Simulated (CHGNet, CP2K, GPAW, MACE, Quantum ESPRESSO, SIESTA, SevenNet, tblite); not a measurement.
# Forces in random packing of 71Si3N4-29SiO2 (mol %) (99 atoms), program by program

One geometry of random packing of 71Si3N4-29SiO2 (mol %) (99 atoms) is solved by several programs and methods. How far do their forces lie from a plane-wave PBE run?

Results are calculated, not measured.

**1. The cell**

The cell holds 99 atoms (41 Si, 48 N and 10 O), with edges of 10.83, 10.83 and 10.83 Å. Recipe: 99 atoms (41 Si, 48 N, 10 O) packed at random in a cube at 2.59 g/cm³ and pushed apart as soft spheres, cations and anions kept from their own kind; a start for melting by ab initio MD, not an equilibrated structure. Then every atom was moved at random, 0.05 Å r.m.s. a Cartesian component. The density is 2.59 g/cm³.

**2. The reference input**

Quantum ESPRESSO 7.5: Kohn-Sham DFT, PBE, SSSP efficiency 1.3.0 pseudopotentials, plane waves. Its input, pw.in:

```
&control
  calculation = 'scf'
  pseudo_dir = './pseudo'
  outdir = './tmp'
  disk_io = 'none'
  tprnfor = .true.
  tstress = .true.
/
&system
  ibrav = 0
  nat = 99
  ntyp = 3
  ecutwfc = 60
  ecutrho = 480
  nosym = .true.
  occupations = 'smearing'
  smearing = 'fd'
  degauss = 0.003675
/
&electrons
  conv_thr = 5.0e-07
  electron_maxstep = 100
  mixing_beta = 0.4
  mixing_mode = 'plain'
  diagonalization = 'david'
/
ATOMIC_SPECIES
Si 28.085 Si.upf
N 14.007 N.upf
O 15.999 O.upf
CELL_PARAMETERS angstrom
10.83330 0.00000 0.00000
0.00000 10.83330 0.00000
0.00000 0.00000 10.83330
ATOMIC_POSITIONS crystal
Si 0.99885 0.97385 0.20373
Si 0.12507 0.37136 0.42999
Si 0.76913 0.20080 0.92222
Si 0.21470 0.38366 0.02861
[... 93 atom lines left out ...]
O 0.03098 0.79911 0.98198
O 0.23865 0.15785 0.21694
K_POINTS gamma
```

```console
$ OMP_NUM_THREADS=1 mpirun -np 2 pw.x -in pw.in > output.txt
```

Run time: 20 min. Hardware: 2 MPI ranks of Arm Neoverse V1, shared host; peak memory 4.6 GiB; 39 min of CPU time.

It converged with an r.m.s. force component of 1.5 eV/Å and a pressure of -16 GPa.

**3. What was run beside it**

- CHGNet: machine-learned potential, published weights.
- CP2K 2026.2: Gaussian basis with GTH pseudopotentials and a plane-wave density; labels give functional, basis (MOLOPT sets; SR short-range, UZH the newer set with its own potentials), grid cutoff/relative cutoff and solver (OT: orbital transformation; TRS4, TC2, SIGN: linear-scaling purification with its sparsity filter), or its built-in tight binding.
- GPAW 26.7.0: PAW with atomic orbitals (LCAO), plane waves or a real-space grid of spacing h.
- MACE: machine-learned potential, published weights.
- SIESTA 5.4.2: numerical atomic orbitals, whose automatically made sets are far from complete, with PseudoDojo norm-conserving potentials that we converted to its format (checked against plane waves on the same files for H, C, O, Si, Ge and Ca alone); labels give functional, basis size, energy shift and mesh cutoff.
- SevenNet: machine-learned potential, published weights.
- tblite 0.8.0: extended tight binding, driven from Python.

All use the same cell and atoms, and the electronic-structure runs the same k-mesh.

**4. All runs compared**

Differences are against the reference: forces as r.m.s. over components, share as that over the reference's r.m.s. force, slope as the fitted ratio of a run's forces to the reference's.

```tsv
run	Δ force, r.m.s. (meV/Å)	share (%)	slope	Δ pressure (GPa)	cores	CPU time	memory (GiB)
reference	-	-	-	-	2	39 min	4.6
CHGNet 0.3.0 potential	622	41.8	0.968	-3.66	1	4 s	1.4
CP2K PBE, DZVP-MOLOPT-SR, 210/50 Ry, diagonalisation (coarse)	69.3	4.66	0.995	0.761	2	9.7 min	1.1
CP2K PBE, DZVP-MOLOPT-SR, 420/50 Ry, diagonalisation (coarse)	59.4	4.00	0.994	0.664	4	12 min	3.2
CP2K PBE, DZVP-MOLOPT-SR, 600/50 Ry, diagonalisation	50.4	3.39	0.994	0.657	4	14 min	4.6
CP2K PBE, SZV-MOLOPT-SR, 600/50 Ry, diagonalisation (coarse)	1190	80.1	0.790	25.2	2	7.9 min	3.4
GPAW PBE, LCAO dzp, h 0.18 Å	250	16.8	0.940	-	2	11 min	2.0
GPAW PBE, LCAO sz(dzp), h 0.18 Å (coarse)	1360	91.5	0.701	-	1	2.7 min	1.3
GPAW PBE, LCAO szp(dzp), h 0.18 Å (coarse)	422	28.4	0.889	-	1	7.6 min	1.7
MACE MPA-0 medium potential	450	30.3	1.009	-2.15	1	8.4 s	1.2
SIESTA PBE, DZP, shift 0.002 Ry, mesh 500 Ry	176	11.9	0.956	2.29	4	50 min	4.2
SIESTA PBE, DZP, shift 0.01 Ry, mesh 150 Ry (coarse)	200	13.4	0.951	1.99	2	4.1 min	0.9
SIESTA PBE, DZP, shift 0.01 Ry, mesh 500 Ry	199	13.4	0.951	2.00	2	18 min	2.5
SIESTA PBE, SZP, shift 0.01 Ry, mesh 500 Ry (coarse)	537	36.1	0.904	5.49	2	13 min	2.2
SevenNet l3i5 potential	524	35.2	0.953	-1.80	1	10 s	1.7
tblite GFN1-xTB	592	39.8	0.974	-2.28	1	7.3 s	0.15
tblite GFN2-xTB	1081	72.8	1.238	-5.69	1	16 s	0.16
```

Rows marked coarse were listed beforehand as settings not expected to be converged; some can still land near the reference.

Times of the machine-learned potentials are mostly Python's start and the loading of weights.

CPU time is summed over cores on shared hosts, so it is rough.

**5. Findings**

Forces lie from 3.4 % (CP2K PBE, DZVP-MOLOPT-SR, 600/50 Ry, diagonalisation) to 91 % (GPAW PBE, LCAO sz(dzp), h 0.18 Å, coarse) of the reference's r.m.s. force of 1.5 eV/Å away from it. The PBE runs in local orbitals, coarse settings apart, differ by 3.4 % (CP2K PBE, DZVP-MOLOPT-SR, 600/50 Ry, diagonalisation) to 17 % (GPAW PBE, LCAO dzp, h 0.18 Å); basis, grid and potentials can all enter. Tight binding differs by 40 % (tblite GFN1-xTB) to 73 % (tblite GFN2-xTB); it is another model, with fitted parameters of its own, and the xTB methods hold dispersion. Machine-learned potentials differ by 30 % (MACE MPA-0 medium potential) to 42 % (CHGNet 0.3.0 potential); they were trained on other programs' data.

Runs with settings chosen to be coarse differ by 4.0 % (CP2K PBE, DZVP-MOLOPT-SR, 420/50 Ry, diagonalisation) to 91 % (GPAW PBE, LCAO sz(dzp), h 0.18 Å), their programs' other errors included. From CP2K PBE, DZVP-MOLOPT-SR, 210/50 Ry, diagonalisation to the finer CP2K PBE, DZVP-MOLOPT-SR, 600/50 Ry, diagonalisation the share falls from 4.7 to 3.4 %. From SIESTA PBE, DZP, shift 0.01 Ry, mesh 150 Ry to the finer SIESTA PBE, DZP, shift 0.01 Ry, mesh 500 Ry the share goes from 13.4 to 13.4 %, so the grid isn't what parts these runs from the reference. Pressures at PBE, coarse settings apart, lie +0.66 to +2.29 GPa from the reference's. A pressure off by over 25 GPa (CP2K PBE, SZV-MOLOPT-SR, 600/50 Ry, diagonalisation) is no usable stress for this cell.

Caveats: Periodic xTB results under one method name differ between programs and library versions. The reference's pressure holds the uncorrected Pulay stress of its 60 Ry basis, so small pressure differences may be the reference's own error. Machine-learned potentials mimic data converged in k, so the reference's own k-point error enters their differences. The reference's stress is far from hydrostatic: its diagonal is -18.5, -15.3, -15.2 GPa, compression counted positive. The electronic-structure runs sample only Γ, in a cell whose shortest periodic width is 11 Å, which is coarse for a cell with partly filled levels. The reference's pressure of -16 GPa reflects the volume that the recipe set, positions that aren't this level's minimum and the basis. CP2K warns in some runs that its smearing reaches the highest orbitals computed, so too few empty orbitals were added. The reference has no spin polarisation, so local moments can't form. Where levels are smeared, the DFT runs use Fermi–Dirac occupations at 580 K (0.05 eV), and energies are free energies. The atoms were displaced at random, and shares hang on the size of the forces that this gives. The reference's cutoffs and mesh weren't converged further here.

[Logs are printed without paths, hosts, clocks, repeated set-up lines and the standing remarks that a program may print on its own settings, such as how far it seeks lower states.]

[Hosts, paths, dates, database ids (printed as entryN), source tags and the programs' standing remarks are cut or masked in the printed files.]

[Cells were taken only where this reference lay near another plane-wave run.]
